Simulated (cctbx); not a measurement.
# What resolution and counting buy: Mn2NiS4

Space group Imma (no. 74), a = 7.3290 Å, b = 7.5180 Å, c = 10.4940 Å, α = 90.00°, β = 90.00°, γ = 90.00°.

```csv
atom,mult.,x,y,z,Ueq (Å²)
Ni1,4,0,0,0,0.0117
Mn1,4,1/4,1/4,1/4,0.0131
Mn2,4,0,1/4,0.6166,0.0122
S1,8,0.2654,3/4,0.5269,0.0128
S2,8,1/2,0.9713,0.7445,0.0156
```

This is a model crystal, built by substitution and not relaxed, with assumed displacement parameters.

Five simulated data sets (cctbx; Ag Kα, λ = 0.56087 Å; 1.5 % proportional error) differ in resolution or exposure (noise floor 4 counts in the first three, 8 in the last two). Each is refined with the right model, isotropic at 1.1 Å and anisotropic otherwise. How do the figures of merit and the uncertainties move?

```csv
d min (Å),top counts,"⟨I/σ⟩ (unmerged, absences included)",unique,param. (scale apart),Rint,R1,GooF,largest s.u. xyz (fractional),s.u. U of S1 (Å²),largest error (Å)
1.1,5000,5.3,142,10,0.037,0.0152,0.88,0.00021,0.0005,0.0039
0.84,5000,4.4,299,24,0.043,0.0187,0.98,0.00016,0.0006,0.0016
0.6,5000,2.9,790,24,0.062,0.0260,0.93,0.00010,0.0003,0.0013
0.75,300,0.5,406,24,0.452,0.1020,0.90,0.00150,0.0050,0.0223
0.75,3000,2.6,406,24,0.083,0.0325,0.91,0.00022,0.0008,0.0028
```

The number of reflections grows roughly as 1/d³: 142, 299 and 790 here. R1 follows the noise rather than the truth: at 300 counts it is 0.1020, at 3000 counts 0.0325, while GooF is 0.90 and 0.91: the weights 1/σ² carry the noise. The s.u. of U (U11 where anisotropic) for S1 goes 0.0005, 0.0006, 0.0003 Å² with resolution and 0.0050, 0.0008 Å² with exposure.

Hardware for the 0.6 Å refinement: 0.61 s on 1 thread of Arm Neoverse N1, with other jobs on the host, peak memory 0.09 GiB.

[Logs are printed without paths, hosts, clocks, repeated set-up lines and the standing remarks that a program may print on its own settings, such as how far it seeks lower states.]
